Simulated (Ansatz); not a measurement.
## Sensitivity of the G0W0 gap of LiGeN (P6_3mc)

A base run on LiGeN (P6_3mc), then changed inputs.

Method: G0W0 on PBE, plane waves, PAW; PAW set soft_1, in Ansatz 0.2.0.

## Step 1: The starting structure

It takes space group P6_3mc (No. 186, hexagonal). The conventional cell has a = 3.012 Å, b = 3.012 Å, c = 9.419 Å, α = 90.00°, β = 90.00°, γ = 120.00°. Nearest to Li lie 3 N at 2.18 Å. Nearest to Ge lie 3 N at 2.00 Å. Nearest to N lie 3 Ge at 2.00 Å and 3 Li at 2.18 Å. Farther neighbours and most contacts between anions are not listed.

Structure file:

```cif
data_structure
_symmetry_space_group_name_H-M 'P 1'
_symmetry_Int_Tables_number 1
_cell_length_a 3.0124
_cell_length_b 3.0124
_cell_length_c 9.4195
_cell_angle_alpha 90.000
_cell_angle_beta 90.000
_cell_angle_gamma 120.000
_cell_volume 74.03
loop_
_atom_site_label
_atom_site_type_symbol
_atom_site_fract_x
_atom_site_fract_y
_atom_site_fract_z
_atom_site_occupancy
Li1 Li 0.66667 0.33333 0.74339 1
Li2 Li 0.33333 0.66667 0.24339 1
Ge3 Ge 0.00000 0.00000 0.49802 1
Ge4 Ge 0.00000 0.00000 0.99802 1
N5 N 0.33333 0.66667 0.60322 1
N6 N 0.66667 0.33333 0.10322 1
```

The cell and positions are those that the Materials Project relaxed with its own functionals (PBE, PBE+U or r2SCAN), kept fixed.

## Step 2: The base run: 6×6×2 mesh, 168 empty bands, screening to 100 eV, PAW set soft_1 files

Now the one-shot GW correction: screening in the RPA, then the self-energy of the levels asked for. This step takes PAW set soft_1 files.

input.yaml reads:

```yaml
crystal:
  lattice:
    - [3.0124085355, 0.0, 0.0]
    - [-1.5062042677, 2.6088223183, 0.0]
    - [0.0, 0.0, 9.419459]
  atoms:
    - { symbol: Li, position: [0.66666667, 0.33333333, 0.743392] }
    - { symbol: Li, position: [0.33333333, 0.66666667, 0.243392] }
    - { symbol: Ge, position: [0.0, 0.0, 0.498023] }
    - { symbol: Ge, position: [0.0, 0.0, 0.998023] }
    - { symbol: "N", position: [0.33333333, 0.66666667, 0.603223] }
    - { symbol: "N", position: [0.66666667, 0.33333333, 0.103223] }
kpoints:
  mp_grid: { grid: [6, 6, 2] }
hamiltonian:
  xc: pbe
  pseudopotentials: { kind: paw, azcp: { folder: soft_1 } }
scf:
  occupations: { method: fixed }
gw:
  n_empty_bands: 168
  ecut_chi: 100
  qp_bands: [v2, c2]
  qp_kpoints: band_edges
  screening: { model: contour_deformation }
```

The run is started by

```sh
> ansatz run input.yaml --threads 2 --pin off --max-ram 92160MiB --backend cuda --events-out ev --progress --plain --runs-dir out --devices 1 --max-vram 13GiB
```

Numbers of over 12 decimals in the logs are rounded to 6 here.

Log:

```text
GPUs: using 1 of 1 available (devices: 1).
Engine: ansatz 0.2.0, x86_64-unknown-linux-gnu
Pseudopotentials: kind: paw
Pseudopotential: Li, paw, valence charge 3, recommended cutoff 420 eV (normal), soft_1/Li.paw.azcp
Pseudopotential: Ge, paw, valence charge 14, recommended cutoff 420 eV (normal), soft_1/Ge.paw.azcp
Pseudopotential: N, paw, valence charge 5, recommended cutoff 420 eV (normal), soft_1/N.paw.azcp
Functional definition: PBE
  parameter kappa = 0.804
  parameter beta = 0.066725
  exchange = pbe_x(kappa = kappa, mu = beta*pi^2/3)
  correlation = pbe_c(beta = beta)
device memory: the entry about to start is reckoned to put 0.8 GiB on a device that reports 42.8 GiB free (of which the cap on the GPU budget leaves the run 13.0 GiB)
GPU FFT provider: cuFFT
GPU libraries: cuBLAS 13.8.2, cuFFT 12.4.0, cuSOLVER 12.3.4
Crystal: 6 atoms, lattice volume = 74.026 Å³
Basis set: ecut = 420 eV, 1399 PW (Γ)
Bands: 28, of which v1, the nominal top of the filled ones, is band 22 counted from 1 (21 counted from 0)
Symmetry: 12 space group operations
Space group: P63mc (ITA 186), of the structure as read, at distance tolerance 4.2e-5 Å
k-points: 14 of 72
Non-local potential: Li, projectors of the file, l = 0: 3, l = 1: 2, l = 2: 1
Non-local potential: Ge, projectors of the file, l = 0: 2, l = 1: 2, l = 2: 3, l = 3: 1
Non-local potential: N, projectors of the file, l = 0: 2, l = 1: 2, l = 2: 1
PAW form: soft (Blöchl's): semilocal exchange-correlation on the pseudo side does not see the compensation charge
PAW one-centre angular grid: Li, 110 points (default); XC on 96 Gauss nodes
PAW one-centre angular grid: Ge, 590 points (default); XC on 64 Gauss nodes
PAW one-centre angular grid: N, 110 points (default); XC on 64 Gauss nodes
Initial density: superposition of atomic densities (chi_scale 0.1, normalization cell, long waves kept (reshape's long-wave potential 0.12 eV rms))
Initial wavefunctions: pseudopotential atomic-orbital guess
GPU buffer pool allocated for 36864 grid points (all kernels)
GPU transforms: local potential and band sums: pruned to the plane-wave sphere, on 24×24×64
Functional: x = pbe(κ = 0.804, μ = 0.219515), c = pbe(β = 0.066725)
SCF iter   1: F=—  HF=-9769.977535 eV  |F-HF|=—  |Δ(HF+E_count)|=         —  Δρ=6.83e-2  dr2=3.07e0  ethr=3.10e-3  ⟨swp⟩=4.0  Hψ=1438  notcnv=0  defer=33
preconditioner: auto → Resta (q_TF=auto, 2.502 Å⁻¹)  ε∞=2.8  [insulator: Δε(μ)=1.650 eV  Ē_g=20.311 eV  n_scr=24 (ndim 8)  ℏωp=27.3 eV  f_vac=0.000  ε∞_Penn≈2.8]
SCF iter   2: F=—  HF=-9769.208222 eV  |F-HF|=—  |Δ(HF+E_count)|=   7.69e-1  Δρ=3.31e-2  dr2=5.44e-1  ethr=3.10e-3  ⟨swp⟩=2.0  Hψ=652  notcnv=0  defer=52
SCF iter   3: F=—  HF=-9769.110578 eV  |F-HF|=—  |Δ(HF+E_count)|=   9.76e-2  Δρ=1.42e-2  dr2=1.21e-1  ethr=1.24e-3  ⟨swp⟩=2.1  Hψ=482  notcnv=0  defer=55
[...]
E_xc         = -280.879534
  E_vxc        = -305.082537  (∫ρ·V_xc dr)
  E_paw        = -4331.039587  (= ΣΔE_a)
  E_vpaw       = -658.828167  (= ΣTr[D̂ρ^β])
  E_aug_tail   = 0.002326  (compensation charges beyond the density's cutoff)
  E_ewald      = -3167.999191
  E_smearing   = -0.000000  (= −TS)
  E_closure    = 0.000000  (closes the sum)
  Σ components = -9769.099719   (vs F -9769.099719, Δ=0.00e0)
--- Band table (eV; the first three rows and the last of 14) ---
  k-point 0: bands = [... 18 lower, 6.4820, 6.4833, 6.4833, 7.3003, 10.1465, 11.1052, 14.7704, 15.1786, ... 2 higher]
  k-point 1: bands = [... 18 lower, 6.4827, 6.4827, 6.4827, 6.4827, 10.7690, 10.7690, 14.9735, 14.9735, ... 2 higher]
  k-point 2: bands = [... 18 lower, 5.5700, 6.0101, 6.0361, 7.5131, 11.2091, 12.3259, 13.5923, 13.8388, ... 2 higher]
  k-point 13: bands = [... 18 lower, 4.4853, 4.4853, 6.8044, 6.8044, 10.0211, 10.0211, 12.0109, 12.0109, ... 2 higher]
--- G₀W₀: contour deformation, 7 samples at zero and on the imaginary axis and 1 off it, 72 q-points, 168 empty bands' worth ---
  eigenvalues of the whole cell's RPA ε∞ on this k-mesh (on a slab, of 1 + 4πα/V) = 5.7997, 8.5908, 8.5908; static W/v taken at q = 0 is 0.128761
  bands read: the sum over 190 bands ends inside a degenerate multiplet in 1 slot, whose members it reads at an even weight; the widest, k=1: bands 189 to 192 (counted from 1) at 2/4 each
  gw.qp_kpoints: band_edges: 12 of 14 stored k-points solved, in 1 pass; an edge of the gap read off the rows below is read off those points alone
    valence top: of the k-points left out ik 5 came nearest to being solved in a further pass, in band 21 (counted from 1, as in the quasiparticle table): it holds the edge there only if its correction is more favourable than any solved in that band by at least 0.599 eV; those differ by 0.383 eV
    conduction bottom: of the k-points left out ik 11 came nearest to being solved in a further pass, in band 24 (counted from 1, as in the quasiparticle table): it holds the edge there only if its correction is more favourable than any solved in that band by at least 1.213 eV; those differ by 0.473 eV
    ik  band        ε_KS         Σx   Σc(E_QP)       V_xc       Z   E_QP_lin       E_QP  E_QP is
     0    21      6.4833   -21.5983     3.0635   -18.3506  0.7386     6.2985     6.2991  root
     0    22      7.3003   -18.4841     2.5383   -15.6312  0.7360     6.9838     6.9857  root
     0    23     10.1465    -9.7921    -3.9598   -14.2555  0.7816    10.6534    10.6501  root
     0    24     11.1052   -10.2162    -4.4352   -15.3413  0.7727    11.8030    11.7951  root
     1    21      6.4827   -21.5990     3.0631   -18.3522  0.7385     6.2984     6.2990  root
     1    22      6.4827   -21.5990     3.0631   -18.3522  0.7385     6.2984     6.2990  root
     1    23     10.7690   -10.3579    -4.2004   -15.1913  0.7738    11.4082    11.4020  root
     1    24     10.7690   -10.3579    -4.2004   -15.1913  0.7738    11.4082    11.4020  root
[...]
13    21      6.8044   -15.8717     1.6060   -13.7431  0.7565     6.2765     6.2818  root
    13    22      6.8044   -15.8717     1.6060   -13.7431  0.7565     6.2765     6.2818  root
    13    23     10.0211    -8.6289    -3.5593   -12.4793  0.7725    10.3134    10.3121  root
    13    24     10.0211    -8.6289    -3.5593   -12.4793  0.7725    10.3134    10.3121  root
[key lines of the parts left out:]
SCF converged after 8 iterations
Free energy (F): -9769.099719 eV
Fermi energy:    7.578000 eV
```

Elapsed: 22 s, on 1 × NVIDIA H100 80GB HBM3 (shared by 6 runs) with 2 threads of AMD EPYC 7R13 (Zen 3), shared host; peak memory 1.2 GiB; 32 s of CPU time.

This step gave:

```
bands summed                                 : 190
RPA ε∞ on this mesh (eigenvalues)            : 5.800, 8.591, 8.591
plane waves in the screening matrix          : 177
q-points in the mesh                         : 72
G0W0 gap on the mesh                         : 2.069 eV
k of the valence top                         : 0.1667, 0.1667, 0
k of the conduction bottom                   : 0, -0.5, 0
starting gap on the mesh                     : 1.467 eV
Z at the valence top                         : 0.7442
Z at the conduction bottom                   : 0.7758
least direct G0W0 gap on the computed points : 3.244 eV
```

The gap on the mesh goes from 1.47 eV to 2.07 eV, a correction of +0.60 eV. Between the two edge states, bare exchange in place of the xc potential would open the gap by 6.01 eV, and correlation takes back 5.41 eV.

## Step 3: Variant: potentials

Other atomic data (norm-conserving) test the pseudisation: the cutoff goes from 420 to 1240 eV, with the same valence electrons.

This step: G0W0 on PBE, plane waves, norm-conserving pseudopotentials.

input.yaml: that of step 2 with these lines changed.

```diff
@@ -16,3 +16,3 @@
   xc: pbe
-  pseudopotentials: { kind: paw, azcp: { folder: soft_1 } }
+  pseudopotentials: { kind: nc }
 scf:
```

Log:

```text
GPUs: using 1 of 1 available (devices: 1).
[...]
GPU FFT provider: cuFFT
GPU libraries: cuBLAS 13.8.2, cuFFT 12.4.0, cuSOLVER 12.3.4
Crystal: 6 atoms, lattice volume = 74.026 Å³
Basis set: ecut = 1240 eV, 7345 PW (Γ)
Bands: 28, of which v1, the nominal top of the filled ones, is band 22 counted from 1 (21 counted from 0)
[... 1 set-up line as in the run before ...]
[...]
k-points: 14 of 72
[...]
GPU buffer pool allocated for 155520 grid points (all kernels)
[...]
SCF iter   1: F=—  HF=-5846.451419 eV  |F-HF|=—  |Δ(HF+E_count)|=         —  Δρ=6.14e-2  dr2=3.00e0  ethr=3.10e-3  ⟨swp⟩=4.1  Hψ=1420  notcnv=0  defer=55
[...]
SCF iter   8: F=-5845.662981 eV  HF=-5845.662981 eV  |F-HF|=4.31e-9  |Δ(HF+E_count)|=   1.98e-7  Δρ=2.78e-6  dr2=5.08e-9  ethr=2.27e-10  ⟨swp⟩=9.9  Hψ=1509  notcnv=0
SCF 1 converged in 8 iterations: F = -5845.662981 eV  dr2 = 5.08e-9
[...]
0    21      7.0628   -21.6036     3.0628   -18.3545  0.7383     6.8760     6.8766  root
     0    22      7.8722   -18.4772     2.5393   -15.6226  0.7356     7.5549     7.5569  root
     0    23     10.7269    -9.8019    -3.9548   -14.2663  0.7815    11.2400    11.2365  root
     0    24     11.6796   -10.2330    -4.4274   -15.3533  0.7726    12.3807    12.3726  root
     1    21      7.0624   -21.6041     3.0625   -18.3556  0.7383     6.8759     6.8764  root
     1    22      7.0624   -21.6041     3.0625   -18.3556  0.7383     6.8759     6.8764  root
     1    23     11.3456   -10.3686    -4.1944   -15.1998  0.7736    11.9887    11.9824  root
     1    24     11.3456   -10.3686    -4.1944   -15.1998  0.7736    11.9887    11.9824  root
[...]
13    21      7.3852   -15.8501     1.6074   -13.7334  0.7561     6.8708     6.8758  root
    13    22      7.3852   -15.8501     1.6074   -13.7334  0.7561     6.8708     6.8758  root
    13    23     10.5902    -8.6217    -3.5608   -12.4733  0.7722    10.8823    10.8811  root
    13    24     10.5902    -8.6217    -3.5608   -12.4733  0.7722    10.8823    10.8811  root
[key lines of the parts left out:]
SCF converged after 8 iterations
Free energy (F): -5845.662981 eV
Fermi energy:    8.155016 eV
```

It took 20 s on 1 × NVIDIA H100 80GB HBM3 (shared by 6 runs) with 2 threads; peak memory 1.5 GiB.

The G0W0 gap on the mesh is 2.057 eV.

Against the base:

```
setting            base          variant
  files  PAW set soft_1  norm-conserving
```

```
                                    quantity  variant   base
                    starting gap on the mesh    1.456  1.467
                        G0W0 gap on the mesh    2.057  2.069
least direct G0W0 gap on the computed points    3.222  3.244
                        Z at the valence top    0.744  0.744
                  Z at the conduction bottom    0.776  0.776
```

## Step 4: Variant: potentials

This step: G0W0 on PBE, plane waves, PAW.

input.yaml: that of step 3 with these lines changed.

```diff
@@ -16,3 +16,3 @@
   xc: pbe
-  pseudopotentials: { kind: nc }
+  pseudopotentials: { kind: paw, source: ansatz }
 scf:
```

Log:

```text
GPUs: using 1 of 1 available (devices: 1).
[...]
GPU FFT provider: cuFFT
GPU libraries: cuBLAS 13.8.2, cuFFT 12.4.0, cuSOLVER 12.3.4
Crystal: 6 atoms, lattice volume = 74.026 Å³
Basis set: ecut = 870 eV, 4335 PW (Γ)
Bands: 28, of which v1, the nominal top of the filled ones, is band 22 counted from 1 (21 counted from 0)
[... 1 set-up line as in the run before ...]
[...]
k-points: 14 of 72
[...]
GPU buffer pool allocated for 86400 grid points (all kernels)
[...]
SCF iter   1: F=—  HF=-9778.226348 eV  |F-HF|=—  |Δ(HF+E_count)|=         —  Δρ=5.93e-2  dr2=2.86e0  ethr=3.10e-3  ⟨swp⟩=5.0  Hψ=1612  notcnv=0  defer=45
[...]
SCF iter   8: F=-9777.542852 eV  HF=-9777.542852 eV  |F-HF|=1.37e-8  |Δ(HF+E_count)|=   5.18e-7  Δρ=5.34e-6  dr2=2.00e-8  ethr=2.27e-10  ⟨swp⟩=13.0  Hψ=2161  notcnv=0
SCF 1 converged in 8 iterations: F = -9777.542852 eV  dr2 = 2.00e-8
[...]
0    21      7.2887   -21.6052     3.0597   -18.3583  0.7386     7.1009     7.1015  root
     0    22      8.1097   -18.4810     2.5343   -15.6275  0.7361     7.7886     7.7906  root
     0    23     10.9658    -9.7792    -3.9614   -14.2420  0.7817    11.4705    11.4672  root
     0    24     11.9265   -10.2063    -4.4370   -15.3275  0.7727    12.6184    12.6106  root
     1    21      7.2884   -21.6057     3.0593   -18.3594  0.7386     7.1009     7.1014  root
     1    22      7.2884   -21.6057     3.0593   -18.3594  0.7386     7.1009     7.1014  root
     1    23     11.5894   -10.3469    -4.2024   -15.1778  0.7738    12.2241    12.2180  root
     1    24     11.5894   -10.3469    -4.2024   -15.1778  0.7738    12.2241    12.2180  root
[...]
13    21      7.6125   -15.8670     1.6042   -13.7398  0.7565     7.0842     7.0895  root
    13    22      7.6125   -15.8670     1.6042   -13.7398  0.7565     7.0842     7.0895  root
    13    23     10.8302    -8.6319    -3.5621   -12.4822  0.7726    11.1196    11.1184  root
    13    24     10.8302    -8.6319    -3.5621   -12.4822  0.7726    11.1196    11.1184  root
[key lines of the parts left out:]
SCF converged after 8 iterations
Free energy (F): -9777.542852 eV
Fermi energy:    8.386511 eV
```

Elapsed: 22 s, on 1 × NVIDIA H100 80GB HBM3 (shared by 6 runs) with 2 threads; peak memory 1.4 GiB.

The G0W0 gap on the mesh is 2.072 eV.

Against the base:

```
setting            base   variant
  files  PAW set soft_1  hard PAW
```

```
                                    quantity  variant   base
                    starting gap on the mesh    1.469  1.467
                        G0W0 gap on the mesh    2.072  2.069
least direct G0W0 gap on the computed points    3.245  3.244
                        Z at the valence top    0.744  0.744
                  Z at the conduction bottom    0.776  0.776
```

## Step 5: Variant: frequency model

A plasmon pole stands in for the full frequency dependence of the screening; this run shows what that costs in accuracy.

This step: G0W0 on PBE, plane waves, PAW; PAW set soft_1.

input.yaml: that of step 4 with these lines changed.

```diff
@@ -16,3 +16,3 @@
   xc: pbe
-  pseudopotentials: { kind: paw, source: ansatz }
+  pseudopotentials: { kind: paw, azcp: { folder: soft_1 } }
 scf:
@@ -24,2 +24,2 @@
   qp_kpoints: band_edges
-  screening: { model: contour_deformation }
+  screening: { model: godby_needs }
```

Log:

```text
GPUs: using 1 of 1 available (devices: 1).
[...]
GPU FFT provider: cuFFT
GPU libraries: cuBLAS 13.8.2, cuFFT 12.4.0, cuSOLVER 12.3.4
Crystal: 6 atoms, lattice volume = 74.026 Å³
Basis set: ecut = 420 eV, 1399 PW (Γ)
Bands: 28, of which v1, the nominal top of the filled ones, is band 22 counted from 1 (21 counted from 0)
[... 1 set-up line as in the run before ...]
[...]
k-points: 14 of 72
[...]
GPU buffer pool allocated for 36864 grid points (all kernels)
[...]
SCF iter   1: F=—  HF=-9769.977535 eV  |F-HF|=—  |Δ(HF+E_count)|=         —  Δρ=6.83e-2  dr2=3.07e0  ethr=3.10e-3  ⟨swp⟩=4.0  Hψ=1438  notcnv=0  defer=33
[...]
SCF iter   8: F=-9769.099719 eV  HF=-9769.099719 eV  |F-HF|=4.58e-8  |Δ(HF+E_count)|=   2.17e-6  Δρ=7.52e-6  dr2=3.68e-8  ethr=2.27e-10  ⟨swp⟩=6.4  Hψ=1450  notcnv=0
SCF 1 converged in 8 iterations: F = -9769.099719 eV  dr2 = 3.68e-8
[...]
0    21      6.4833   -21.5983     3.1110   -18.3506  0.7664     6.3465     6.3466  root
     0    22      7.3003   -18.4841     2.5333   -15.6312  0.7709     6.9801     6.9807  root
     0    23     10.1465    -9.7921    -3.9739   -14.2555  0.8031    10.6373    10.6359  root
     0    24     11.1052   -10.2162    -4.4132   -15.3413  0.7981    11.8203    11.8171  root
     1    21      6.4827   -21.5990     3.1106   -18.3522  0.7664     6.3463     6.3465  root
     1    22      6.4827   -21.5990     3.1106   -18.3522  0.7664     6.3463     6.3465  root
     1    23     10.7690   -10.3579    -4.1876   -15.1913  0.7979    11.4173    11.4147  root
     1    24     10.7690   -10.3579    -4.1876   -15.1913  0.7979    11.4173    11.4147  root
[...]
13    21      6.8044   -15.8717     1.5517   -13.7431  0.7899     6.2257     6.2275  root
    13    22      6.8044   -15.8717     1.5517   -13.7431  0.7899     6.2257     6.2275  root
    13    23     10.0211    -8.6289    -3.5695   -12.4793  0.7990    10.3024    10.3020  root
    13    24     10.0211    -8.6289    -3.5695   -12.4793  0.7990    10.3024    10.3020  root
[key lines of the parts left out:]
SCF converged after 8 iterations
Free energy (F): -9769.099719 eV
Fermi energy:    7.578000 eV
```

The job ended after 24 s (1 × NVIDIA H100 80GB HBM3 (shared by 6 runs) with 2 threads; peak memory 1.3 GiB).

The G0W0 gap on the mesh is 2.055 eV.

Against the base:

```
        setting                 base       variant
frequency model  contour deformation  plasmon pole
```

```
                                    quantity  variant   base
                    starting gap on the mesh    1.467  1.467
                        G0W0 gap on the mesh    2.055  2.069
least direct G0W0 gap on the computed points    3.290  3.244
                        Z at the valence top    0.775  0.744
                  Z at the conduction bottom    0.799  0.776
```

## Step 6: Results

```
base            : 2.07 eV, 22 s
potentials      : 2.06 eV, 20 s
potentials      : 2.07 eV, 22 s
frequency model : 2.05 eV, 24 s
```

In words: Potentials: the gap moves by −0.01 eV (the plane-wave cutoff goes from 420 to 1240 eV). Potentials: the gap moves by +0.003 eV (the plane-wave cutoff goes from 420 to 870 eV). Frequency model: the gap moves by −0.01 eV. All runs here use a coarse mesh and modest cutoffs; they test settings and are not final values. The many-body steps are scalar-relativistic: spin-orbit coupling is not in them.

[Paths, hosts, dates, memory and timing lines, banners, echoed tables and standing remarks are left out of the program output.]

[Logs are printed without paths, hosts, clocks, repeated set-up lines and the standing remarks that a program may print on its own settings, such as how far it seeks lower states.]

[Runs of the session that timed out or met a known fault of the program may be left out.]

[Cells called generated may have been cut or substituted from an entry of the Crystallography Open Database or the Materials Project.]

[Hosts, paths, dates, database ids (printed as entryN), source tags and the programs' standing remarks are cut or masked in the printed files.]
